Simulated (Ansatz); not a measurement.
**Graphene/h-AlN heterobilayer (68 atoms): support functions against a reference**

Aim: test how closely localised support functions follow the reference on graphene/h-AlN heterobilayer (68 atoms), and at what cost. A setting counts as converged where the r.m.s. difference of forces stays under 1 % of the r.m.s. force.

Program: Ansatz 0.2.0. Level of theory: Kohn-Sham DFT, PBE+D4, PAW (set soft_2), plane waves. Values are calculated unless marked as measured.

Report form: inputs, costs, results and the conclusion, without the logs.

### 1. Set-up

The cell holds 68 atoms: 42 C, 13 Al and 13 N. Its edges and angles: a = 11.279 Å, b = 11.279 Å, c = 19.440 Å, α = 90.0°, β = 90.0°, γ = 120.0°. It derives from C and AlN. 21 cells of graphene (a = 2.46 Å, strained +0.05 %) and 13 cells of h-AlN (a = 3.13 Å, -0.05 %) on one hexagonal cell, twist 57.00 deg; facing planes 3.44 Å apart; 16 Å of vacuum; displaced by a Gaussian of 0.01 Å. Regions: layer 1, 42 atoms (42 C); layer 2, 26 atoms (13 Al and 13 N). Vacuum lies along c.

Structure file:

```xyz
68
Lattice="11.2793 0.0000 0.0000 -5.6396 9.7682 0.0000 0.0000 0.0000 19.4400" Properties=species:S:1:pos:R:3
C     0.2861    1.3971    7.9784
C     1.3336    0.4600    7.9980
C    -0.5333    3.6991    7.9883
C     0.5461    2.7840    8.0075
C    -1.3539    6.0274    7.9881
C    -0.2644    5.1071    8.0163
C    -2.1536    8.3676    7.9990
C    -1.0680    7.4401    8.0188
C     2.6897    0.9209    8.0075
C     3.7450    0.0013    7.9828
C     1.8839    3.2615    8.0048
C     2.9648    2.3325    8.0139
C     1.0604    5.5820    8.0040
C     2.1508    4.6358    8.0106
C     0.2737    7.9062    7.9883
C     1.3443    6.9468    8.0254
C     5.0938    0.4694    7.9914
C     0.5454    9.2872    8.0025
C     4.3001    2.7931    8.0021
C     5.3838    1.8537    8.0089
C     3.5042    5.1276    7.9970
C     4.5563    4.1812    7.9996
C     2.6876    7.4279    8.0075
C     3.7666    6.5104    7.9955
C     7.5400    0.0027    8.0062
C     2.9553    8.8372    7.9891
C     6.7158    2.3236    8.0056
C     7.8064    1.3773    7.9718
C     5.9231    4.6465    7.9762
C     6.9828    3.7230    7.9964
C     5.1025    6.9821    7.9966
C     6.1913    6.0624    7.9998
C     4.2731    9.2916    8.0011
C     5.3569    8.3702    8.0110
C     9.1256    1.8599    7.9922
C    10.2089    0.9254    7.9964
C     8.3280    4.1974    8.0103
C     9.3944    3.2508    7.9821
C    -3.7615    6.5274    7.9828
C    -2.6855    5.5795    7.9900
C    -4.5535    8.8272    7.9821
C    -3.4961    7.9105    7.9924
Al   -0.7917    3.6107   11.4408
N     0.4914    2.3580   11.4329
Al   -1.6786    6.6157   11.4457
N    -0.3671    5.3756   11.4367
Al   -2.5393    9.6463   11.4395
N    -1.2299    8.3690   11.4196
Al    2.2414    2.8643   11.4414
N     3.5669    1.6299   11.4340
Al    1.3633    5.8756   11.4437
N     2.6533    4.6174   11.4414
Al    0.5011    8.8796   11.4554
N     1.7930    7.6148   11.4492
Al    5.2749    2.1241   11.4237
N     6.5729    0.8465   11.4329
Al    4.4060    5.1219   11.4397
N     5.6916    3.8652   11.4465
Al    3.5268    8.1465   11.4342
N     4.8406    6.8782   11.4140
Al    8.2952    1.3552   11.4441
N     9.6133    0.1234   11.4395
Al    7.4472    4.3806   11.4416
N     8.7423    3.1167   11.4360
Al    6.5829    7.3503   11.4264
N    -3.4082    6.1141   11.4404
Al    0.0540    0.6221   11.4342
N    -4.2562    9.1239   11.4424
```

Before any run, some limits are plain. Beside vacuum, support functions can miss their usual error bounds without a warning.

### 2. Plane-wave single point

The first run fixes the reference, at a cutoff of 420 eV.

input.yaml reads:

```yaml
crystal:
  lattice:
    - [11.2793, 0.0, 0.0]
    - [-5.63965, 9.76816, 0.0]
    - [0.0, 0.0, 19.44]
  atoms:
    - { symbol: C, position: [0.09688, 0.14303, 0.41041] }
    - { symbol: C, position: [0.14178, 0.04709, 0.41142] }
    - { symbol: C, position: [0.14206, 0.37869, 0.41092] }
    - { symbol: C, position: [0.19092, 0.28501, 0.41191] }
    [... 58 atom lines left out ...]
    - { symbol: Al, position: [0.88448, 0.44846, 0.58856] }
    - { symbol: "N", position: [0.93461, 0.31907, 0.58827] }
    - { symbol: Al, position: [0.95987, 0.75248, 0.58778] }
    - { symbol: "N", position: [0.0108, 0.62592, 0.5885] }
    - { symbol: Al, position: [0.03663, 0.06369, 0.58818] }
    - { symbol: "N", position: [0.08968, 0.93405, 0.5886] }
kpoints:
  mp_grid: { grid: [3, 3, 1] }
hamiltonian:
  xc: pbe
  dispersion: d4
scf:
  occupations: { method: gaussian, width: 0.05 }
output:
  forces: true
  populations: true
  dos:
    method: { smearing: { sigma: 0.1 } }
    de: 0.1
    projected:
      site_lists:
        Al: [Al]
        C: [C]
        "N": ["N"]
        layer_1: [0, 1, 2, 3, 4, 5, 6, 7, 8, 9, 10, 11, 12, 13, 14, 15, 16, 17, 18, 19, 20, 21, 22, 23, 24, 25, 26, 27, 28, 29, 30, 31, 32, 33, 34, 35, 36, 37, 38, 39, 40, 41]
        layer_2: [42, 43, 44, 45, 46, 47, 48, 49, 50, 51, 52, 53, 54, 55, 56, 57, 58, 59, 60, 61, 62, 63, 64, 65, 66, 67]
  eigenvalues: true
  write_density: true
  write_potential: true
  volumetric_format: npy
  elf: true
```

The run is started by

```sh
$ ansatz run input.yaml --threads 4 --pin off --max-ram 8192MiB --backend cpu --events-out ev --progress --plain --runs-dir out
```

Run time: 3.1 min. Hardware: 4 threads of Arm Neoverse V1, shared host; peak memory 6.1 GiB.

The program notes that it cut back its work space to fit the memory limit and the exchange-correlation potential is rough where the density is thin.

Read from the output:

```yaml
free_energy: -22550.9785 eV
free_energy_per_atom: -331.6320 eV/atom
scf_cycles: 10
r_m_s_force_component: 0.4807 eV/Å
longest_force: 1.607 eV/Å
fermi_energy: -0.8797 eV
levels_partly_filled_by_over_2_per_cent: 4
potential_in_mid_vacuum_over_the_fermi_level: 4.41 eV
potential_4p5_a_over_the_upper_face: 4.481 eV
potential_4p5_a_under_the_lower_face: 4.335 eV
spilling_of_the_projection: 0.009553
```

The r.m.s. force component of 0.48 eV/Å sets the scale for the differences below.

### 3. Support functions medium

With localised support functions most steps grow linearly with size, though the diagonalisation grows faster unless the density matrix is cut; this run measures error and cost at this size.

This step: Kohn-Sham DFT, PBE+D4, PAW (set soft_2), localised support functions (medium) (Ansatz 0.2.0).

input.yaml, the sections that differ from step 2:

```yaml
scf:
  occupations: { method: gaussian, width: 0.05 }
  eigensolver: { kind: { support_functions: { accuracy: medium } } }
  mixing: { beta: 0.4 }
  max_iter: 150
output:
  forces: true
# crystal, kpoints, hamiltonian: as in step 2
```

It took 1.7 min on 4 threads; peak memory 3.5 GiB.

The program notes that the band table was not solved further than the SCF left it and it switched symmetry off.

Keys that differ from the reference: support_functions.accuracy = "medium", scf.max_iter = 150 and scf.mixing.beta = 0.4.

Forces differ from the reference by 0.41 meV/Å r.m.s., 0.085 % of their size, well within a tolerance of 1 %; the energy by -3.4 meV/atom.

### 4. Support functions low

The cell is solved in localised support functions.

This step: Kohn-Sham DFT, PBE+D4, PAW (set soft_2), localised support functions (low) (Ansatz 0.2.0).

input.yaml, the sections that differ from step 3:

```yaml
scf:
  occupations: { method: gaussian, width: 0.05 }
  eigensolver: { kind: { support_functions: { accuracy: low } } }
  mixing: { beta: 0.4 }
  max_iter: 150
# crystal, kpoints, hamiltonian, output: as in step 3
```

The job ended after 89 s (4 threads; peak memory 3.3 GiB).

Keys that differ from the reference: support_functions.accuracy = "low", scf.max_iter = 150 and scf.mixing.beta = 0.4.

Forces differ from the reference by 0.53 meV/Å r.m.s., 0.11 % of their size, well within a tolerance of 1 %; the energy by -3.4 meV/atom.

### 5. Support functions high

This step: Kohn-Sham DFT, PBE+D4, PAW (set soft_2), localised support functions (high) (Ansatz 0.2.0).

input.yaml, the sections that differ from step 4:

```yaml
scf:
  occupations: { method: gaussian, width: 0.05 }
  eigensolver: { kind: { support_functions: { accuracy: high } } }
  mixing: { beta: 0.4 }
  max_iter: 150
# crystal, kpoints, hamiltonian, output: as in step 4
```

Run time: 6 min. Hardware: 4 threads; peak memory 6.6 GiB.

Keys that differ from the reference: support_functions.accuracy = "high", scf.max_iter = 150 and scf.mixing.beta = 0.4.

Forces differ from the reference by 0.26 meV/Å r.m.s., 0.053 % of their size, well within a tolerance of 1 %; the energy by -3.4 meV/atom. It took roughly 2.0 times the reference's time (one timing each, with unlike analyses asked), in 18 cycles against 10.

### 6. Support functions medium, radius 3.46 Å

The radius confines each support function; a larger one gives more freedom and more work per atom.

This step: Kohn-Sham DFT, PBE+D4, PAW (set soft_2), localised support functions (medium) (Ansatz 0.2.0).

input.yaml, the sections that differ from step 5:

```yaml
scf:
  occupations: { method: gaussian, width: 0.05 }
  eigensolver: { kind: { support_functions: { accuracy: medium, radius: 3.46 } } }
  mixing: { beta: 0.4 }
  max_iter: 150
# crystal, kpoints, hamiltonian, output: as in step 5
```

It took 1.7 min on 4 threads; peak memory 3.4 GiB; 6.7 min of CPU time.

Keys that differ from the reference: support_functions.accuracy = "medium", support_functions.radius = 3.46, scf.max_iter = 150 and scf.mixing.beta = 0.4.

Forces differ from the reference by 0.41 meV/Å r.m.s., 0.086 % of their size, well within a tolerance of 1 %; the energy by -3.4 meV/atom.

### 7. Support functions medium, radius 3.74 Å

input.yaml, the sections that differ from step 6:

```yaml
scf:
  occupations: { method: gaussian, width: 0.05 }
  eigensolver: { kind: { support_functions: { accuracy: medium, radius: 3.74 } } }
  mixing: { beta: 0.4 }
  max_iter: 150
# crystal, kpoints, hamiltonian, output: as in step 6
```

The job ended after 1.9 min (4 threads; peak memory 3.6 GiB).

Keys that differ from the reference: support_functions.accuracy = "medium", support_functions.radius = 3.74, scf.max_iter = 150 and scf.mixing.beta = 0.4.

Forces differ from the reference by 0.39 meV/Å r.m.s., 0.082 % of their size, well within a tolerance of 1 %; the energy by -3.4 meV/atom.

### 8. Support functions medium, radius 3.99 Å

input.yaml, the sections that differ from step 7:

```yaml
scf:
  occupations: { method: gaussian, width: 0.05 }
  eigensolver: { kind: { support_functions: { accuracy: medium, radius: 3.99 } } }
  mixing: { beta: 0.4 }
  max_iter: 150
# crystal, kpoints, hamiltonian, output: as in step 7
```

Run time: 2.1 min. Hardware: 4 threads; peak memory 3.9 GiB; 8.3 min of CPU time.

Keys that differ from the reference: support_functions.accuracy = "medium", support_functions.radius = 3.99, scf.max_iter = 150 and scf.mixing.beta = 0.4.

Forces differ from the reference by 0.38 meV/Å r.m.s., 0.078 % of their size, well within a tolerance of 1 %; the energy by -3.4 meV/atom.

### 9. Support functions medium, radius 4.28 Å

input.yaml, the sections that differ from step 8:

```yaml
scf:
  occupations: { method: gaussian, width: 0.05 }
  eigensolver: { kind: { support_functions: { accuracy: medium, radius: 4.28 } } }
  mixing: { beta: 0.4 }
  max_iter: 150
# crystal, kpoints, hamiltonian, output: as in step 8
```

The job ended after 2.5 min (4 threads; peak memory 4.2 GiB).

Keys that differ from the reference: support_functions.accuracy = "medium", support_functions.radius = 4.28, scf.max_iter = 150 and scf.mixing.beta = 0.4.

Forces differ from the reference by 0.37 meV/Å r.m.s., 0.076 % of their size, well within a tolerance of 1 %; the energy by -3.4 meV/atom.

### 10. Support functions medium, radius 4.81 Å

input.yaml, the sections that differ from step 9:

```yaml
scf:
  occupations: { method: gaussian, width: 0.05 }
  eigensolver: { kind: { support_functions: { accuracy: medium, radius: 4.81 } } }
  mixing: { beta: 0.4 }
  max_iter: 150
# crystal, kpoints, hamiltonian, output: as in step 9
```

The job ended after 3.3 min (4 threads; peak memory 4.7 GiB).

Keys that differ from the reference: support_functions.accuracy = "medium", support_functions.radius = 4.81, scf.max_iter = 150 and scf.mixing.beta = 0.4.

Forces differ from the reference by 0.36 meV/Å r.m.s., 0.075 % of their size, well within a tolerance of 1 %; the energy by -3.4 meV/atom.

### 11. Support functions medium, radius 5.35 Å

input.yaml, the sections that differ from step 10:

```yaml
scf:
  occupations: { method: gaussian, width: 0.05 }
  eigensolver: { kind: { support_functions: { accuracy: medium, radius: 5.35 } } }
  mixing: { beta: 0.4 }
  max_iter: 150
# crystal, kpoints, hamiltonian, output: as in step 10
```

Wall time 4.5 min (4 threads); peak memory 5.4 GiB; 18 min of CPU time.

Keys that differ from the reference: support_functions.accuracy = "medium", support_functions.radius = 5.35, scf.max_iter = 150 and scf.mixing.beta = 0.4.

Forces differ from the reference by 0.35 meV/Å r.m.s., 0.073 % of their size, well within a tolerance of 1 %; the energy by -3.4 meV/atom. It took roughly 1.5 times the reference's time (one timing each, with unlike analyses asked), in 13 cycles against 10.

### 12. Other settings

This functional strengthens the gradient correction of exchange, which tends to weaken binding against PBE. Changed here: crystal.symmetry.detect = false, hamiltonian.xc = "revpbe" and scf.initial_density.chi_scale = 0.3.

This step: Kohn-Sham DFT, revPBE+D4, PAW (set soft_2), plane waves (Ansatz 0.2.0).

input.yaml reads:

```yaml
crystal:
  lattice:
    - [11.2793, 0.0, 0.0]
    - [-5.63965, 9.76816, 0.0]
    - [0.0, 0.0, 19.44]
  atoms:
    [... the 68 atom lines of step 2 ...]
  symmetry: { detect: false }
kpoints:
  mp_grid: { grid: [3, 3, 1] }
hamiltonian:
  xc: revpbe
  dispersion: d4
scf:
  occupations: { method: gaussian, width: 0.05 }
  initial_density: { chi_scale: 0.3 }
output:
  forces: true
  populations: intrinsic
  dos:
    method: { smearing: { sigma: 0.1 } }
    de: 0.1
    projected:
      site_lists:
        Al: [Al]
        C: [C]
        "N": ["N"]
        layer_1: [0, 1, 2, 3, 4, 5, 6, 7, 8, 9, 10, 11, 12, 13, 14, 15, 16, 17, 18, 19, 20, 21, 22, 23, 24, 25, 26, 27, 28, 29, 30, 31, 32, 33, 34, 35, 36, 37, 38, 39, 40, 41]
        layer_2: [42, 43, 44, 45, 46, 47, 48, 49, 50, 51, 52, 53, 54, 55, 56, 57, 58, 59, 60, 61, 62, 63, 64, 65, 66, 67]
  eigenvalues: true
```

It took 3.2 min on 4 threads; peak memory 6 GiB.

Forces differ from the reference by 27 meV/Å r.m.s., 5.6 % of their size.

### 13. The ladder side by side

Each row is set against the plane-wave reference (Kohn-Sham DFT, PBE+D4, PAW (set soft_2), plane waves; r.m.s. force component 0.481 eV/Å). Energies are set beside the reference only for runs with its functional, potentials and electron count. Times are for 4 threads of Arm Neoverse V1, shared host. The reference's time includes the DOS, ELF and grids, which some other runs skip.

| run | Δ force, r.m.s. (meV/Å) | share of r.m.s. force (%) | Δ energy (meV/atom) | cycles | time | host memory (GiB) |
| --- | --- | --- | --- | --- | --- | --- |
| reference | - | - | - | 10 | 3.1 min | 6.1 |
| support functions medium | 0.409 | 0.0851 | -3.44 | 13 | 1.7 min | 3.5 |
| support functions low | 0.526 | 0.110 | -3.44 | 12 | 89 s | 3.3 |
| support functions high | 0.255 | 0.053 | -3.40 | 18 | 6 min | 6.6 |
| support functions medium, radius 3.46 Å | 0.412 | 0.0858 | -3.44 | 13 | 1.7 min | 3.4 |
| support functions medium, radius 3.74 Å | 0.393 | 0.0817 | -3.44 | 13 | 1.9 min | 3.6 |
| support functions medium, radius 3.99 Å | 0.375 | 0.0779 | -3.44 | 13 | 2.1 min | 3.9 |
| support functions medium, radius 4.28 Å | 0.366 | 0.0761 | -3.44 | 13 | 2.5 min | 4.2 |
| support functions medium, radius 4.81 Å | 0.36 | 0.0749 | -3.44 | 13 | 3.3 min | 4.7 |
| support functions medium, radius 5.35 Å | 0.351 | 0.073 | -3.44 | 13 | 4.5 min | 5.4 |
| crystal.symmetry.detect = false, hamiltonian.xc = "revpbe" and scf.initial_density.chi_scale = 0.3 | 27.0 | 5.61 | - | 11 | 3.2 min | 6.0 |

(Part 1 of 2 ends here.)

[Long decimals in the printed logs are rounded to 6 places.]

[Logs are printed without paths, hosts, clocks, repeated set-up lines and the standing remarks that a program may print on its own settings, such as how far it seeks lower states.]

[Hosts, paths, dates, database ids (printed as entryN), source tags and the programs' standing remarks are cut or masked in the printed files.]
